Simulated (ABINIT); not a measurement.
# Excitons of TiO2 (Anatase) on ever denser meshes

Aim: follow the lowest exciton of TiO2 (Anatase) as the mesh is refined.

Main program and level: ABINIT 10.8.3; PBE and many-body steps on it, plane waves.

This is a report of a sequence of runs, with most program output left out.

### 1. Set-up

The structure is tetragonal, space group I4_1/amd (No. 141). Conventional cell: a = 3.784 Å, b = 3.784 Å, c = 9.515 Å, α = 90.00°, β = 90.00°, γ = 90.00°. Ti has 6 O at 1.93 to 1.98 Å nearest. Nearest to O lie 3 Ti at 1.93 to 1.98 Å. Farther neighbours and most contacts between anions are not listed.

The cell and positions come from the Crystallography Open Database and are kept as given unless a step says otherwise.

### 2. Empty states on the mesh, 4×4×4 mesh, 115 bands

This step: ABINIT 10.8.3; DFT, PBE, plane waves, norm-conserving pseudopotentials.

The sums over transitions need many empty states on a uniform mesh; this step solves for them.

run.abi reads:

```
acell 3*1.0 Angstrom
rprim 
  -1.892100000000 1.892100000000 4.757300000000
  1.892100000000 -1.892100000000 4.757300000000
  1.892100000000 1.892100000000 -4.757300000000
ntypat 2
znucl 22 8
natom 6
typat 1 1 2 2 2 2
xred 
  0.000000000000 0.000000000000 0.000000000000
  0.750000000000 0.250000000000 0.500000000000
  0.208100000000 0.208100000000 0.000000000000
  0.958100000000 0.458100000000 0.500000000000
  0.541900000000 0.041900000000 0.500000000000
  0.791900000000 0.791900000000 0.000000000000
pp_dirpath "pseudos"
pseudos "Ti.upf, O.upf"
ecut 38
ngkpt 4 4 4
nshiftk 1
shiftk 0 0 0
kptopt 1
chksymbreak 0
iscf -2
irdden 1
istwfk *1
nband 115
nbdbuf 10
tolwfr 1e-09
nstep 60
prtvol 0
indata_prefix "in"
outdata_prefix "out"
tmpdata_prefix "tmp"
```

Launch:

```
$ OMP_NUM_THREADS=1 mpirun -n 4 abinit run.abi > log
```

Run time: 70 s. Hardware: 4 MPI ranks of Arm Neoverse V2, shared host; peak memory 0.46 GiB.

Numbers from this step:

- gap: 2.189 eV
- k of the valence top: 0.5, 0.5, 0
- k of the conduction bottom: 0, 0, 0
- least direct gap: 2.492 eV
- k points computed: 13
- lowest point of the top converged band, above the valence top: 56.3774 eV

On this mesh the gap is 2.189 eV.

The density comes from a self-consistent run that is not shown.

### 3. Screening, 4×4×4 mesh, 105 bands, screening to 130.6 eV

The RPA dielectric matrix is built and inverted for each q.

This step: RPA screening on PBE, plane waves, norm-conserving pseudopotentials.

Changes to run.abi since step 2:

```diff
@@ -24,10 +24,11 @@
 chksymbreak 0
-iscf -2
-irdden 1
 istwfk *1
-nband 115
-nbdbuf 10
-tolwfr 1e-09
-nstep 60
-prtvol 0
+occopt 1
+irdwfk 1
+optdriver 3
+nband 105
+ecuteps 4.8
+inclvkb 2
+awtr 1
+symchi 1
 indata_prefix "in"
```

It took 17 min on 4 MPI ranks; peak memory 14 GiB.

This step gave:

* ε∞ with local fields, on this mesh, along the program's q direction: 6.684
* the same without local fields: 7.036
* plasma frequency: 31.17 eV
* plane waves in the screening matrix: 213

Local fields lower ε∞ by 5 %.

### 4. Self-energy, 4×4×4 mesh, 105 bands, screening to 130.6 eV

The self-energy is evaluated for the states that the input lists, and the levels follow from it, in one-shot runs by the linearised quasiparticle equation.

This step: G0W0 on PBE, plane waves, norm-conserving pseudopotentials.

Changes to run.abi since step 3:

```diff
@@ -27,8 +27,19 @@
 irdwfk 1
-optdriver 3
+optdriver 4
 nband 105
+gwcalctyp 0
+ecutsigx 38
+symsigma 1
+nkptgw 3
+kptgw 
+  0.5000000000 0.5000000000 0.0000000000
+  0.0000000000 0.0000000000 0.0000000000
+  -0.2500000000 -0.2500000000 0.2500000000
+bdgw 
+  23 26
+  23 26
+  23 26
 ecuteps 4.8
-inclvkb 2
-awtr 1
-symchi 1
+irdscr 1
+ppmodel 1
 indata_prefix "in"
```

Run time: 38 s. Hardware: 4 MPI ranks; peak memory 9 GiB; 2.5 min of CPU time.

Numbers from this step:

- G0W0 gap on the points computed: 3.712 eV
- starting gap on the mesh: 2.189 eV
- k of the valence top: 0.5, 0.5, 0
- k of the conduction bottom: 0, 0, 0
- least direct G0W0 gap on the computed points: 4.052 eV

The gap on the mesh goes from 2.19 eV to 3.71 eV, a correction of +1.52 eV.

The gap opens by 1.523 eV; the next steps shift the empty bands rigidly by 1.560 eV, the correction at the start's least direct gap.

### 5. Model screening

Optical absorption needs the electron-hole interaction, solved here in a basis of vertical transitions on the mesh.

This step: Bethe-Salpeter equation on PBE with a scissors shift, plane waves, norm-conserving pseudopotentials.

Changes to run.abi since step 4:

```diff
@@ -27,19 +27,18 @@
 irdwfk 1
-optdriver 4
-nband 105
-gwcalctyp 0
-ecutsigx 38
-symsigma 1
-nkptgw 3
-kptgw 
-  0.5000000000 0.5000000000 0.0000000000
-  0.0000000000 0.0000000000 0.0000000000
-  -0.2500000000 -0.2500000000 0.2500000000
-bdgw 
-  23 26
-  23 26
-  23 26
-ecuteps 4.8
-irdscr 1
-ppmodel 1
+optdriver 99
+bs_calctype 1
+mbpt_sciss 1.560 eV
+bs_loband 23
+nband 25
+bs_exchange_term 1
+bs_coulomb_term 21
+bs_coupling 0
+bs_algorithm 1
+bs_freq_mesh 0 7 0.05 eV
+zcut 0.1 eV
+ecuteps 3
+ecutwfn 19
+inclvkb 2
+mdf_epsinf 6.68
+irdden 1
 indata_prefix "in"
```

Wall time 16 s (4 MPI ranks); peak memory 1.8 GiB.

This step gave:

* direct gap of the transition levels: 4.052 eV
* transitions in the window: 128
* first strong exciton (over a fiftieth of the strongest listed): 3.664 eV
* lowest state: 3.664 eV
* binding of the lowest state below the direct gap: 0.3884 eV
* Coulomb term of one mesh cell: 0.3745 eV

The binding is 1.0 times the screened Coulomb term of one mesh cell (0.37 eV), so it is not shown settled.

The lowest state lies at 3.664 eV, 0.388 eV under the direct gap.

Lines within 3 meV are set at the lowest of them, and the highest group, which the list may cut short, is left out. Lines of the exciton spectrum (strongest = 100):

| position (eV) | lines merged | oscillator strength, relative |
| --- | --- | --- |
| 3.664 | 1 | 100 |
| 3.678 | 1 | 78 |
| 3.696 | 1 | 4.8 |
| 3.712 | 1 | 0.5 |
| 3.858 | 1 | 4.0 |
| 3.862 | 1 | 10 |
| 3.873 | 2 | 15 |
| 4.434 | 1 | 38 |
| 4.444 | 1 | 21 |
| 4.450 | 2 | 7.9 |

The ε₂ has structure finer than the step of the table below, so its rows give means over 0.2 eV, whole bins alone (the curve runs from 0 to 6.95 eV). Peaks (eV: height): BSE 3.65: 3.77, 4.70: 3.98; no electron-hole interaction 4.15: 3.17, 5.05: 4.47; Kohn-Sham, no shift 2.60: 3.17, 3.45: 4.39.

Mean over the three Cartesian directions of q; broadening 0.1 eV; transition window only. Limits: finite bands, cutoff and mesh; exciton not shown settled in the k mesh. Table of ε₂ by photon energy; means over each step:

| photon energy (eV) | BSE | no electron-hole interaction | Kohn-Sham, no shift |
| --- | --- | --- | --- |
| 0.2 | 0.00138 | 0.00101 | 0.00368 |
| 0.4 | 0.00278 | 0.00206 | 0.00758 |
| 0.6 | 0.00422 | 0.00316 | 0.0120 |
| 0.8 | 0.00584 | 0.00433 | 0.0172 |
| 1.0 | 0.00763 | 0.00565 | 0.0238 |
| 1.2 | 0.00970 | 0.00708 | 0.0326 |
| 1.4 | 0.0121 | 0.00872 | 0.0453 |
| 1.6 | 0.0151 | 0.0106 | 0.0652 |
| 1.8 | 0.0188 | 0.0130 | 0.101 |
| 2.0 | 0.0237 | 0.0158 | 0.177 |
| 2.2 | 0.0302 | 0.0194 | 0.413 |
| 2.4 | 0.0394 | 0.0241 | 1.70 |
| 2.6 | 0.0534 | 0.0304 | 2.88 |
| 2.8 | 0.0763 | 0.0392 | 1.06 |
| 3.0 | 0.119 | 0.0526 | 0.710 |
| 3.2 | 0.220 | 0.0743 | 1.94 |
| 3.4 | 0.587 | 0.114 | 3.63 |
| 3.6 | 2.61 | 0.206 | 3.08 |
| 3.8 | 2.16 | 0.526 | 1.89 |
| 4.0 | 0.816 | 2.15 | 0.597 |
| 4.2 | 0.737 | 2.60 | 0.514 |
| 4.4 | 2.22 | 0.855 | 0.449 |
| 4.6 | 3.28 | 0.802 | 0.146 |
| 4.8 | 3.04 | 2.31 | 0.0803 |
| 5.0 | 1.87 | 3.86 | 0.0545 |
| 5.2 | 0.590 | 2.79 | 0.0403 |
| 5.4 | 0.445 | 1.55 | 0.0313 |
| 5.6 | 0.449 | 0.509 | 0.0251 |
| 5.8 | 0.147 | 0.568 | 0.0206 |
| 6.0 | 0.0797 | 0.355 | 0.0172 |
| 6.2 | 0.0541 | 0.127 | 0.0146 |
| 6.4 | 0.0401 | 0.0745 | 0.0125 |
| 6.6 | 0.0313 | 0.0519 | 0.0108 |
| 6.8 | 0.0252 | 0.0390 | 0.00948 |

### 6. Empty states on the mesh, 6×6×6 mesh, 36 bands

This step: DFT, PBE, plane waves, norm-conserving pseudopotentials.

Changes to run.abi since step 5:

```diff
@@ -19,3 +19,3 @@
 ecut 38
-ngkpt 4 4 4
+ngkpt 6 6 6
 nshiftk 1
@@ -24,21 +24,10 @@
 chksymbreak 0
+iscf -2
+irdden 1
 istwfk *1
-occopt 1
-irdwfk 1
-optdriver 99
-bs_calctype 1
-mbpt_sciss 1.560 eV
-bs_loband 23
-nband 25
-bs_exchange_term 1
-bs_coulomb_term 21
-bs_coupling 0
-bs_algorithm 1
-bs_freq_mesh 0 7 0.05 eV
-zcut 0.1 eV
-ecuteps 3
-ecutwfn 19
-inclvkb 2
-mdf_epsinf 6.68
-irdden 1
+nband 36
+nbdbuf 4
+tolwfr 1e-09
+nstep 60
+prtvol 0
 indata_prefix "in"
```

Run time: 43 s. Hardware: 4 MPI ranks; peak memory 0.4 GiB; 2.9 min of CPU time.

Numbers from this step:

```yaml
gap: 2.189 eV
k_of_the_valence_top: 0.5, 0.5, 0
k_of_the_conduction_bottom: 0, 0, 0
least_direct_gap: 2.504 eV
k_points_computed: 30
lowest_point_of_the_top_converged_band_above_the_valence_top: 5.060 eV
```

On this mesh the gap is 2.189 eV.

### 7. k mesh (6×6×6)

This step: Bethe-Salpeter equation on PBE with a scissors shift, plane waves, norm-conserving pseudopotentials.

Changes to run.abi since step 6:

```diff
@@ -24,10 +24,21 @@
 chksymbreak 0
-iscf -2
+istwfk *1
+occopt 1
+irdwfk 1
+optdriver 99
+bs_calctype 1
+mbpt_sciss 1.560 eV
+bs_loband 23
+nband 25
+bs_exchange_term 1
+bs_coulomb_term 21
+bs_coupling 0
+bs_algorithm 1
+bs_freq_mesh 0 7 0.05 eV
+zcut 0.1 eV
+ecuteps 3
+ecutwfn 19
+inclvkb 2
+mdf_epsinf 6.68
 irdden 1
-istwfk *1
-nband 36
-nbdbuf 4
-tolwfr 1e-09
-nstep 60
-prtvol 0
 indata_prefix "in"
```

Run time: 2.2 min. Hardware: 4 MPI ranks; peak memory 3.8 GiB; 8.9 min of CPU time.

Numbers from this step:

| Property | Result |
| --- | --- |
| direct gap of the transition levels | 4.064 eV |
| transitions in the window | 432 |
| first strong exciton (over a fiftieth of the strongest listed) | 3.767 eV |
| lowest state | 3.767 eV |
| binding of the lowest state below the direct gap | 0.2965 eV |
| Coulomb term of one mesh cell | 0.2497 eV |

The binding is 1.2 times the screened Coulomb term of one mesh cell (0.25 eV), so it is not shown settled.

The lowest state lies at 3.767 eV, 0.297 eV under the direct gap.

### 8. Empty states on the mesh, 8×8×8 mesh, 36 bands

This step: DFT, PBE, plane waves, norm-conserving pseudopotentials.

Changes to run.abi since step 7:

```diff
@@ -19,3 +19,3 @@
 ecut 38
-ngkpt 6 6 6
+ngkpt 8 8 8
 nshiftk 1
@@ -24,21 +24,10 @@
 chksymbreak 0
+iscf -2
+irdden 1
 istwfk *1
-occopt 1
-irdwfk 1
-optdriver 99
-bs_calctype 1
-mbpt_sciss 1.560 eV
-bs_loband 23
-nband 25
-bs_exchange_term 1
-bs_coulomb_term 21
-bs_coupling 0
-bs_algorithm 1
-bs_freq_mesh 0 7 0.05 eV
-zcut 0.1 eV
-ecuteps 3
-ecutwfn 19
-inclvkb 2
-mdf_epsinf 6.68
-irdden 1
+nband 36
+nbdbuf 4
+tolwfr 1e-09
+nstep 60
+prtvol 0
 indata_prefix "in"
```

The job ended after 80 s (4 MPI ranks; peak memory 0.49 GiB).

This step gave:

```
gap                                                           : 2.186 eV
k of the valence top                                          : -0.375, 0.375, 0
k of the conduction bottom                                    : 0, 0, 0
least direct gap                                              : 2.492 eV
k points computed                                             : 59
lowest point of the top converged band, above the valence top : 5.057 eV
```

On this mesh the gap is 2.186 eV.

### 9. k mesh (8×8×8)

This step: Bethe-Salpeter equation on PBE with a scissors shift, plane waves, norm-conserving pseudopotentials.

Changes to run.abi since step 8:

```diff
@@ -24,10 +24,21 @@
 chksymbreak 0
-iscf -2
+istwfk *1
+occopt 1
+irdwfk 1
+optdriver 99
+bs_calctype 1
+mbpt_sciss 1.560 eV
+bs_loband 23
+nband 25
+bs_exchange_term 1
+bs_coulomb_term 21
+bs_coupling 0
+bs_algorithm 1
+bs_freq_mesh 0 7 0.05 eV
+zcut 0.1 eV
+ecuteps 3
+ecutwfn 19
+inclvkb 2
+mdf_epsinf 6.68
 irdden 1
-istwfk *1
-nband 36
-nbdbuf 4
-tolwfr 1e-09
-nstep 60
-prtvol 0
 indata_prefix "in"
```

It took 12 min on 4 MPI ranks; peak memory 7.5 GiB; 47 min of CPU time.

Numbers from this step:

| Item | Value |
| --- | --- |
| direct gap of the transition levels | 4.052 eV |
| transitions in the window | 1024 |
| first strong exciton (over a fiftieth of the strongest listed) | 3.822 eV |
| lowest state | 3.822 eV |
| binding of the lowest state below the direct gap | 0.2301 eV |
| Coulomb term of one mesh cell | 0.1873 eV |

The binding is 1.2 times the screened Coulomb term of one mesh cell (0.19 eV), so it is not shown settled.

The lowest state lies at 3.822 eV, 0.230 eV under the direct gap.

### 10. The runs together

Times are wall times on 4 MPI ranks of Arm Neoverse V2, shared host, good to a factor of about two.

| run | mesh | transitions | broadening (eV) | direct gap (eV) | lowest state (eV) | binding (eV) | mesh cell's term (eV) | tallest peak (eV) | height | time |
| --- | --- | --- | --- | --- | --- | --- | --- | --- | --- | --- |
| model screening | 4×4×4 | 128 | 0.1 | 4.052 | 3.664 | 0.388 | 0.375 | 4.70 | 3.98 | 16 s |
| k mesh (6×6×6) | 6×6×6 | 432 | 0.1 | 4.064 | 3.767 | 0.297 | 0.250 | 4.50 | 4.21 | 2.2 min |
| k mesh (8×8×8) | 8×8×8 | 1024 | 0.1 | 4.052 | 3.822 | 0.230 | 0.187 | 4.70 | 3.50 | 12 min |

### 11. What came out

```yaml
model_screening: lowest state 3.664 eV (not settled in the k mesh)
k_mesh_6x6x6: lowest state 3.767 eV (not settled in the k mesh)
k_mesh_8x8x8: lowest state 3.822 eV (not settled in the k mesh)
```

In words: On the 4×4×4 mesh the lowest exciton lies at 3.664 eV, 0.388 eV below the direct gap; one cell of the mesh carries a screened Coulomb term of 0.37 eV by a cubic estimate, rough for this lattice, so this binding is not shown settled. Between the two densest meshes the binding falls by 1.06 of the fall in the mesh cell's term (the screened Coulomb energy of a charge repeated on the supercell that the mesh stands for). The binding is still 1.2 times that term, so the mesh does not resolve the exciton and no limit can be drawn. k mesh (6×6×6), against «model screening (4×4×4)»: the lowest state moves by +0.104 eV (keys changed: ngkpt). k mesh (8×8×8), against «k mesh (6×6×6)»: the lowest state moves by +0.054 eV (keys changed: ngkpt). A rigid shift treats all transitions alike. In the G0W0 table the openings from the upper filled bands to the empty bands at the same k run from +1.56 to +1.80 eV (median +1.74), where the shift is +1.56 eV, so peaks stand off by such differences. Lines within a few meV of each other can be one level split by numerical noise, or distinct levels. Screening is static and electronic alone, and only transitions inside the band window count.

[Paths, hosts, dates, memory and timing lines, banners, echoed tables and standing remarks are left out of the program output.]

[Logs are printed without paths, hosts, clocks, repeated set-up lines and the standing remarks that a program may print on its own settings, such as how far it seeks lower states.]

[Runs of the session that timed out or met a known fault of the program may be left out.]

[Hosts, paths, dates, database ids (printed as entryN), source tags and the programs' standing remarks are cut or masked in the printed files.]

[G0W0 gaps are taken among the corrected bands and points alone; a level outside them can change the order at an edge.]

[Where Ansatz stands beside ABINIT at settings called matched, ABINIT's density can come from a denser mesh and the files from another edition; pairs whose starting gaps differed by over 0.03 eV were left out, so agreement reads better than it is.]
